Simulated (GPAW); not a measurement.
## A 8-layer slab of K(100) in an electric field

Wanted: the out-of-plane polarisability of a 8-layer slab of K(100).

Method: GPAW, PAW setups; slab in vacuum, relaxation, in the first sound run; inputs show where later runs differ, in GPAW 26.7.0.

## 1. Starting point

The cell holds 8 atoms: 8 K. Cell: a = 5.230 Å, b = 5.230 Å, c = 32.305 Å, α = 90.0°, β = 90.0°, γ = 90.0°. Vacuum lies along c.

## 2. Relaxing the atoms

The atoms are relaxed first, since the surface dipole, and with it the work function, follows the positions of the outer layers. The lowest 4 atoms are held at bulk positions and keep their forces.

Input file run.py:

```python
import json
import numpy as np
from ase import Atoms
from ase.constraints import FixAtoms
from ase.optimize import BFGS
from gpaw import GPAW, PW

slab = Atoms(
    ['K', 'K', 'K', 'K', 'K', 'K', 'K', 'K'],
    positions=[
        [2.61500, 2.61500, 7.00000],
        [0.00000, 0.00000, 9.61500],
        [2.61500, 2.61500, 12.23000],
        [0.00000, 0.00000, 14.84500],
        [2.61500, 2.61500, 17.46000],
        [0.00000, 0.00000, 20.07500],
        [2.61500, 2.61500, 22.69000],
        [0.00000, 0.00000, 25.30500]],
    cell=[[5.23, 0.0, 0.0], [0.0, 5.23, 0.0], [0.0, 0.0, 32.305]],
    pbc=[True, True, False])

slab.calc = GPAW(mode=PW(400), xc='PBE', kpts={'size': (6, 6, 1), 'gamma': True},
                 occupations={'name': 'fermi-dirac', 'width': 0.1}, nbands='160%',
                 convergence={'density': 1e-05}, maxiter=200,
                 poissonsolver={'dipolelayer': 'xy'},
                 symmetry={'tolerance': 1e-3, 'extra_ids': [1, 1, 1, 1, 0, 0, 0, 0]}, txt='slab.txt')
result = {}
slab.set_constraint(FixAtoms([0, 1, 2, 3]))
path = []
opt = BFGS(slab, maxstep=0.2)
opt.attach(lambda: path.append((slab.get_potential_energy(), slab.positions.tolist(), slab.get_forces().tolist())))
result['relaxed'] = bool(opt.run(fmax=0.03, steps=40))
result['path'] = path
energy = slab.get_potential_energy()
fermi = slab.calc.get_fermi_level()
v = slab.calc.get_electrostatic_potential().mean((0, 1)) - fermi
n = slab.calc.get_pseudo_density().mean((0, 1))
L = slab.cell[2, 2]
z = np.arange(len(v)) * L / len(v)
low, high = slab.positions[:, 2].min(), slab.positions[:, 2].max()
below, above = np.interp([low - 4.8, high + 4.8], z, v)
slopes = [np.interp(x, z, np.gradient(v, z)) for x in (low - 4.8, high + 4.8)]
eps = np.array([[slab.calc.get_eigenvalues(k, s) for k in range(len(slab.calc.get_ibz_k_points()))]
                for s in range(slab.calc.get_number_of_spins())]) - fermi
top, bottom = eps[eps < 0].max(), eps[eps > 0].min()
dipole = slab.get_dipole_moment()[2]
print(f'energy {energy:.4f} eV, Fermi level {fermi:.4f} eV, dipole {dipole:.5f} e A')
print(f'potential 4.8 A off the faces, from the Fermi level: lower {below:.4f} eV, upper {above:.4f} eV')
print(f'slope of the potential there: lower {slopes[0]:.5f}, upper {slopes[1]:.5f} eV/A')
print(f'nearest levels on the mesh: {top:.4f} and {bottom:.4f} eV')
print('magnetic moment', round(slab.get_magnetic_moment(), 3))
result.update(energy=energy, fermi=fermi, dipole=dipole, below=below, above=above, slopes=slopes, edges=[top, bottom],
              z=z.tolist(), v=v.tolist(), n=n.tolist(), positions=slab.positions.tolist(),
              forces=slab.get_forces(apply_constraint=False).tolist(), moments=slab.get_magnetic_moments().tolist())
json.dump(result, open('result.json', 'w'))
```

Launch:

```
> OMP_NUM_THREADS=1 OPENBLAS_NUM_THREADS=1 python run.py
```

Log:

```text
Step          Energy          fmax
BFGS:    0       -9.106349        0.023767
energy -9.0061 eV, Fermi level -0.0297 eV, dipole 0.00002 e A
potential 4.8 A off the faces, from the Fermi level: lower 2.2374 eV, upper 2.2374 eV
slope of the potential there: lower -0.00777, upper 0.00777 eV/A
nearest levels on the mesh: -0.0526 and 0.0218 eV
magnetic moment 0.0
```

Run time: 5.5 min. Hardware: 1 thread of Arm Neoverse V1, shared host; peak memory 0.5 GiB.

This step gave:

| Item | Value |
| --- | --- |
| dipole along the normal | 1.75e-5 e·Å |
| levels nearest the Fermi level on the mesh | -0.05262, 0.02177 eV from the Fermi level |
| upper work function | 2.237 eV |
| lower work function | 2.237 eV |

The electrostatic potential energy of an electron (without an applied field's), less the Fermi level, planar mean oscillates, so the rows of the table below give means over windows of 2.58 Å about each position, cut where the curve ends. Its maxima inside the range that stand out by 2 % of the span (Å: eV): 8.3: 0.921, 10.9: 0.903, 13.6: 0.913, 16.2: 0.926, 18.7: 0.913, 21.4: 0.903, 24.0: 0.921. Its minima: 7.0: -4.81, 9.6: -4.62, 12.3: -4.61, 14.9: -4.66, 17.4: -4.66, 20.0: -4.61, 22.7: -4.62, 25.3: -4.81.

The electrostatic potential energy of an electron (without an applied field's), less the Fermi level, planar mean by z; means over each step:

z (Å), electrostatic potential energy of an electron (without an applied field's), less the Fermi level, planar mean (eV) and a bar from the least value:
```
     1.29       2.24 ##############################
     3.87       2.13 #############################
     6.45      -0.96 ##
     9.03      -1.11 
    11.61      -1.12 
    14.19      -1.12 
    16.77      -1.11 
    19.35      -1.11 
    21.93      -1.10 #
    24.51      -1.16 
    27.09       1.41 #######################
    29.67       2.22 ##############################
```

The pseudo valence density, planar mean oscillates, so the rows of the table below give means over windows of 2.58 Å about each position, cut where the curve ends. Its maxima inside the range that stand out by 2 % of the span (Å: e/Å³): 7.1: 0.278, 9.7: 0.285, 12.3: 0.289, 14.9: 0.291, 17.4: 0.291, 20.0: 0.289, 22.6: 0.285, 25.2: 0.278. Its minima: 8.4: 0.0265, 11.0: 0.0249, 13.6: 0.0247, 16.2: 0.0248, 18.7: 0.0247, 21.3: 0.0249, 23.9: 0.0265.

The pseudo valence density, planar mean by z; means over each step:

```csv
z (Å),"pseudo valence density, planar mean (e/Å³)"
1.29,3.0e-5
3.87,0.00128
6.45,0.117
9.03,0.127
11.61,0.126
14.19,0.126
16.77,0.126
19.35,0.126
21.93,0.126
24.51,0.125
27.09,0.0204
29.67,2.3e-4
```

The starting forces already met the threshold, so no step was taken. The largest force left on a free atom is 0.024 eV/Å.

## 3. The slab's potential

The work function is the vacuum plateau of the electrostatic potential less the Fermi level; a dipole layer lets the two faces have plateaus of their own.

This step: GPAW, PAW setups; slab in vacuum (GPAW 26.7.0).

Changes to run.py since step 2:

```diff
@@ -3,4 +3,2 @@
 from ase import Atoms
-from ase.constraints import FixAtoms
-from ase.optimize import BFGS
 from gpaw import GPAW, PW
@@ -25,10 +23,4 @@
                  poissonsolver={'dipolelayer': 'xy'},
-                 symmetry={'tolerance': 1e-3, 'extra_ids': [1, 1, 1, 1, 0, 0, 0, 0]}, txt='slab.txt')
+                 symmetry={'tolerance': 1e-3}, txt='slab.txt')
 result = {}
-slab.set_constraint(FixAtoms([0, 1, 2, 3]))
-path = []
-opt = BFGS(slab, maxstep=0.2)
-opt.attach(lambda: path.append((slab.get_potential_energy(), slab.positions.tolist(), slab.get_forces().tolist())))
-result['relaxed'] = bool(opt.run(fmax=0.03, steps=40))
-result['path'] = path
 energy = slab.get_potential_energy()
```

Log:

```text
energy -9.0061 eV, Fermi level -0.0297 eV, dipole 0.00002 e A
potential 4.8 A off the faces, from the Fermi level: lower 2.2374 eV, upper 2.2374 eV
slope of the potential there: lower -0.00777, upper 0.00777 eV/A
nearest levels on the mesh: -0.0526 and 0.0218 eV
magnetic moment 0.0
```

Elapsed: 5.5 min, on 1 thread; peak memory 0.5 GiB.

The electrostatic potential energy of an electron (without an applied field's), less the Fermi level, planar mean oscillates, so the rows of the table below give means over windows of 2.58 Å about each position, cut where the curve ends. Its maxima inside the range that stand out by 2 % of the span (Å: eV): 8.3: 0.921, 10.9: 0.903, 13.6: 0.913, 16.2: 0.926, 18.7: 0.913, 21.4: 0.903, 24.0: 0.921. Its minima: 7.0: -4.81, 9.6: -4.62, 12.3: -4.61, 14.9: -4.66, 17.4: -4.66, 20.0: -4.61, 22.7: -4.62, 25.3: -4.81.

Electrostatic potential energy of an electron (without an applied field's), less the Fermi level, planar mean against z; means over each step:

z (Å), electrostatic potential energy of an electron (without an applied field's), less the Fermi level, planar mean (eV) and a bar from the least value:
```
     1.29       2.24 ##############################
     3.87       2.13 #############################
     6.45      -0.96 ##
     9.03      -1.11 
    11.61      -1.12 
    14.19      -1.12 
    16.77      -1.11 
    19.35      -1.11 
    21.93      -1.10 #
    24.51      -1.16 
    27.09       1.41 #######################
    29.67       2.22 ##############################
```

The pseudo valence density, planar mean oscillates, so the rows of the table below give means over windows of 2.58 Å about each position, cut where the curve ends. Its maxima inside the range that stand out by 2 % of the span (Å: e/Å³): 7.1: 0.278, 9.7: 0.285, 12.3: 0.289, 14.9: 0.291, 17.4: 0.291, 20.0: 0.289, 22.6: 0.285, 25.2: 0.278. Its minima: 8.4: 0.0265, 11.0: 0.0249, 13.6: 0.0247, 16.2: 0.0248, 18.7: 0.0247, 21.3: 0.0249, 23.9: 0.0265.

The pseudo valence density, planar mean by z; means over each step:

```csv
z (Å),"pseudo valence density, planar mean (e/Å³)"
1.29,3.0e-5
3.87,0.00128
6.45,0.117
9.03,0.127
11.61,0.126
14.19,0.126
16.77,0.126
19.35,0.126
21.93,0.126
24.51,0.125
27.09,0.0204
29.67,2.3e-4
```

The potential is flat to 0.008 eV/Å where it is read, so the vacuum is wide enough.

## 4. In a field

A uniform field along the normal polarises the slab; the atoms stay fixed, so this is the electronic response alone.

Changes to run.py since step 3:

```diff
@@ -4,2 +4,3 @@
 from gpaw import GPAW, PW
+from gpaw.external import ConstantElectricField
 
@@ -23,2 +24,3 @@
                  poissonsolver={'dipolelayer': 'xy'},
+                 external=ConstantElectricField(-0.2, [0, 0, 1]),
                  symmetry={'tolerance': 1e-3}, txt='slab.txt')
```

Log:

```text
energy -9.0767 eV, Fermi level -0.0407 eV, dipole -0.70901 e A
potential 4.8 A off the faces, from the Fermi level: lower -0.0663 eV, upper 4.6174 eV
slope of the potential there: lower -0.00434, upper 0.01554 eV/A
nearest levels on the mesh: -0.0524 and 0.0211 eV
magnetic moment 0.0
```

The job ended after 11 min (1 thread; peak memory 0.71 GiB).

Numbers from this step:

```
dipole along the normal                                         : -0.7090 e·Å
levels nearest the Fermi level on the mesh                      : -0.05243, 0.02109 eV from the Fermi level
potential below the slab, the applied field's own ramp left out : -0.06630 eV from the Fermi level
potential above the slab, the applied field's own ramp left out : 4.617 eV from the Fermi level
```

The electrostatic potential energy of an electron (without an applied field's), less the Fermi level, planar mean oscillates, so the rows of the table below give means over windows of 2.58 Å about each position, cut where the curve ends. Its maxima inside the range that stand out by 2 % of the span (Å: eV): 8.4: -0.630, 11.0: -0.138, 13.6: 0.398, 16.2: 0.926, 18.8: 1.44, 21.4: 1.96, 24.0: 2.48, 31.9: 4.63. Its minima: 7.0: -6.67, 9.6: -5.93, 12.3: -5.38, 14.9: -4.92, 17.4: -4.40, 20.0: -3.84, 22.7: -3.31, 25.3: -2.97.

Table of electrostatic potential energy of an electron (without an applied field's), less the Fermi level, planar mean by z; means over each step:

```csv
z (Å),"electrostatic potential energy of an electron (without an applied field's), less the Fermi level, planar mean (eV)"
1.29,0.106
3.87,-0.141
6.45,-2.93
9.03,-2.53
11.61,-2.03
14.19,-1.51
16.77,-0.987
19.35,-0.471
21.93,0.0536
24.51,0.511
27.09,3.60
29.67,4.60
```

The dipole is now -0.709 e Å, against 1.7e-5 in the run without a field.

## 5. In a field

Changes to run.py since step 4:

```diff
@@ -24,3 +24,3 @@
                  poissonsolver={'dipolelayer': 'xy'},
-                 external=ConstantElectricField(-0.2, [0, 0, 1]),
+                 external=ConstantElectricField(-0.1, [0, 0, 1]),
                  symmetry={'tolerance': 1e-3}, txt='slab.txt')
```

Log:

```text
energy -9.0237 eV, Fermi level -0.0325 eV, dipole -0.35407 e A
potential 4.8 A off the faces, from the Fermi level: lower 1.0773 eV, upper 3.4165 eV
slope of the potential there: lower -0.00569, upper 0.01090 eV/A
nearest levels on the mesh: -0.0525 and 0.0213 eV
magnetic moment 0.0
```

It took 8.8 min on 1 thread; peak memory 0.69 GiB.

This step gave:

* dipole along the normal: -0.3541 e·Å
* levels nearest the Fermi level on the mesh: -0.05254, 0.02129 eV from the Fermi level
* potential below the slab, the applied field's own ramp left out: 1.077 eV from the Fermi level
* potential above the slab, the applied field's own ramp left out: 3.416 eV from the Fermi level

The electrostatic potential energy of an electron (without an applied field's), less the Fermi level, planar mean oscillates, so the rows of the table below give means over windows of 2.58 Å about each position, cut where the curve ends. Its maxima inside the range that stand out by 2 % of the span (Å: eV): 8.4: 0.142, 11.0: 0.381, 13.6: 0.655, 16.2: 0.926, 18.8: 1.17, 21.4: 1.43, 24.0: 1.70, 31.9: 3.42. Its minima: 7.0: -5.74, 9.6: -5.27, 12.3: -5.00, 14.9: -4.79, 17.4: -4.53, 20.0: -4.22, 22.7: -3.96, 25.3: -3.89.

Table of electrostatic potential energy of an electron (without an applied field's), less the Fermi level, planar mean by z; means over each step:

```csv
z (Å),"electrostatic potential energy of an electron (without an applied field's), less the Fermi level, planar mean (eV)"
1.29,1.16
3.87,0.988
6.45,-1.95
9.03,-1.82
11.61,-1.57
14.19,-1.31
16.77,-1.05
19.35,-0.790
21.93,-0.525
24.51,-0.326
27.09,2.50
29.67,3.40
```

The dipole is now -0.354 e Å, against 1.7e-5 in the run without a field.

## 6. Field on

Changes to run.py since step 5:

```diff
@@ -24,3 +24,3 @@
                  poissonsolver={'dipolelayer': 'xy'},
-                 external=ConstantElectricField(-0.1, [0, 0, 1]),
+                 external=ConstantElectricField(-0.05, [0, 0, 1]),
                  symmetry={'tolerance': 1e-3}, txt='slab.txt')
```

Log:

```text
energy -9.0105 eV, Fermi level -0.0304 eV, dipole -0.17699 e A
potential 4.8 A off the faces, from the Fermi level: lower 1.6551 eV, upper 2.8245 eV
slope of the potential there: lower -0.00662, upper 0.00917 eV/A
nearest levels on the mesh: -0.0526 and 0.0215 eV
magnetic moment 0.0
```

Run time: 11 min. Hardware: 1 thread; peak memory 0.69 GiB.

The electrostatic potential energy of an electron (without an applied field's), less the Fermi level, planar mean oscillates, so the rows of the table below give means over windows of 2.58 Å about each position, cut where the curve ends. Its maxima inside the range that stand out by 2 % of the span (Å: eV): 8.3: 0.530, 11.0: 0.641, 13.6: 0.784, 16.2: 0.926, 18.7: 1.04, 21.4: 1.17, 24.0: 1.31, 31.9: 2.83. Its minima: 7.0: -5.28, 9.6: -4.95, 12.3: -4.80, 14.9: -4.72, 17.4: -4.59, 20.0: -4.42, 22.7: -4.29, 25.3: -4.35.

The electrostatic potential energy of an electron (without an applied field's), less the Fermi level, planar mean by z; means over each step:

```csv
z (Å),"electrostatic potential energy of an electron (without an applied field's), less the Fermi level, planar mean (eV)"
1.29,1.70
3.87,1.56
6.45,-1.45
9.03,-1.47
11.61,-1.35
14.19,-1.22
16.77,-1.08
19.35,-0.950
21.93,-0.814
24.51,-0.744
27.09,1.95
29.67,2.81
```

## 7. Field on

Changes to run.py since step 6:

```diff
@@ -24,3 +24,3 @@
                  poissonsolver={'dipolelayer': 'xy'},
-                 external=ConstantElectricField(-0.05, [0, 0, 1]),
+                 external=ConstantElectricField(0.05, [0, 0, 1]),
                  symmetry={'tolerance': 1e-3}, txt='slab.txt')
```

Log:

```text
energy -9.0105 eV, Fermi level -0.0305 eV, dipole 0.17690 e A
potential 4.8 A off the faces, from the Fermi level: lower 2.8244 eV, upper 1.6556 eV
slope of the potential there: lower -0.00916, upper 0.00662 eV/A
nearest levels on the mesh: -0.0526 and 0.0215 eV
magnetic moment 0.0
```

It took 9.5 min on 1 thread; peak memory 0.71 GiB.

## 8. Field on

Changes to run.py since step 7:

```diff
@@ -24,3 +24,3 @@
                  poissonsolver={'dipolelayer': 'xy'},
-                 external=ConstantElectricField(0.05, [0, 0, 1]),
+                 external=ConstantElectricField(0.1, [0, 0, 1]),
                  symmetry={'tolerance': 1e-3}, txt='slab.txt')
```

Log:

```text
energy -9.0237 eV, Fermi level -0.0325 eV, dipole 0.35406 e A
potential 4.8 A off the faces, from the Fermi level: lower 3.4165 eV, upper 1.0773 eV
slope of the potential there: lower -0.01090, upper 0.00569 eV/A
nearest levels on the mesh: -0.0525 and 0.0213 eV
magnetic moment 0.0
```

Run time: 8.8 min. Hardware: 1 thread; peak memory 0.69 GiB.

The electrostatic potential energy of an electron (without an applied field's), less the Fermi level, planar mean oscillates, so the rows of the table below give means over windows of 2.58 Å about each position, cut where the curve ends. Its maxima inside the range that stand out by 2 % of the span (Å: eV): 0.4: 3.42, 8.3: 1.70, 10.9: 1.43, 13.5: 1.17, 16.2: 0.926, 18.7: 0.655, 21.3: 0.381, 23.9: 0.142. Its minima: 7.0: -3.89, 9.6: -3.96, 12.3: -4.22, 14.9: -4.53, 17.4: -4.79, 20.0: -5.00, 22.7: -5.27, 25.3: -5.74.

Table of electrostatic potential energy of an electron (without an applied field's), less the Fermi level, planar mean by z; means over each step:

```csv
z (Å),"electrostatic potential energy of an electron (without an applied field's), less the Fermi level, planar mean (eV)"
1.29,3.34
3.87,3.28
6.45,0.0190
9.03,-0.401
11.61,-0.664
14.19,-0.922
16.77,-1.17
19.35,-1.43
21.93,-1.68
24.51,-2.00
27.09,0.323
29.67,1.07
```

The dipole is now 0.354 e Å, against 1.7e-5 in the run without a field.

## 9. In a field

Changes to run.py since step 8:

```diff
@@ -24,3 +24,3 @@
                  poissonsolver={'dipolelayer': 'xy'},
-                 external=ConstantElectricField(0.1, [0, 0, 1]),
+                 external=ConstantElectricField(0.2, [0, 0, 1]),
                  symmetry={'tolerance': 1e-3}, txt='slab.txt')
```

Log:

```text
energy -9.0767 eV, Fermi level -0.0407 eV, dipole 0.70899 e A
potential 4.8 A off the faces, from the Fermi level: lower 4.6173 eV, upper -0.0662 eV
slope of the potential there: lower -0.01555, upper 0.00434 eV/A
nearest levels on the mesh: -0.0524 and 0.0211 eV
magnetic moment 0.0
```

Run time: 12 min. Hardware: 1 thread; peak memory 0.71 GiB.

The electrostatic potential energy of an electron (without an applied field's), less the Fermi level, planar mean oscillates, so the rows of the table below give means over windows of 2.58 Å about each position, cut where the curve ends. Its maxima inside the range that stand out by 2 % of the span (Å: eV): 0.4: 4.63, 8.3: 2.48, 10.9: 1.96, 13.5: 1.44, 16.2: 0.926, 18.7: 0.398, 21.3: -0.138, 23.9: -0.630. Its minima: 7.0: -2.97, 9.6: -3.31, 12.3: -3.84, 14.9: -4.40, 17.4: -4.92, 20.0: -5.38, 22.7: -5.93, 25.3: -6.67.

Electrostatic potential energy of an electron (without an applied field's), less the Fermi level, planar mean against z; means over each step:

z (Å), electrostatic potential energy of an electron (without an applied field's), less the Fermi level, planar mean (eV) and a bar from the least value:
```
     1.29       4.45 ##############################
     3.87       4.46 ##############################
     6.45       1.00 ################
     9.03       0.31 #############
    11.61      -0.21 ###########
    14.19      -0.73 #########
    16.77      -1.24 #######
    19.35      -1.75 ####
    21.93      -2.26 ##
    24.51      -2.84 
    27.09      -0.76 #########
    29.67      -0.07 ###########
```

The dipole is now 0.709 e Å, against 1.7e-5 in the run without a field.

(Part 1 of 2 ends here.)

[Logs are printed without paths, hosts, clocks, repeated set-up lines and the standing remarks that a program may print on its own settings, such as how far it seeks lower states.]

[Hosts, paths, dates, database ids (printed as entryN), source tags and the programs' standing remarks are cut or masked in the printed files.]
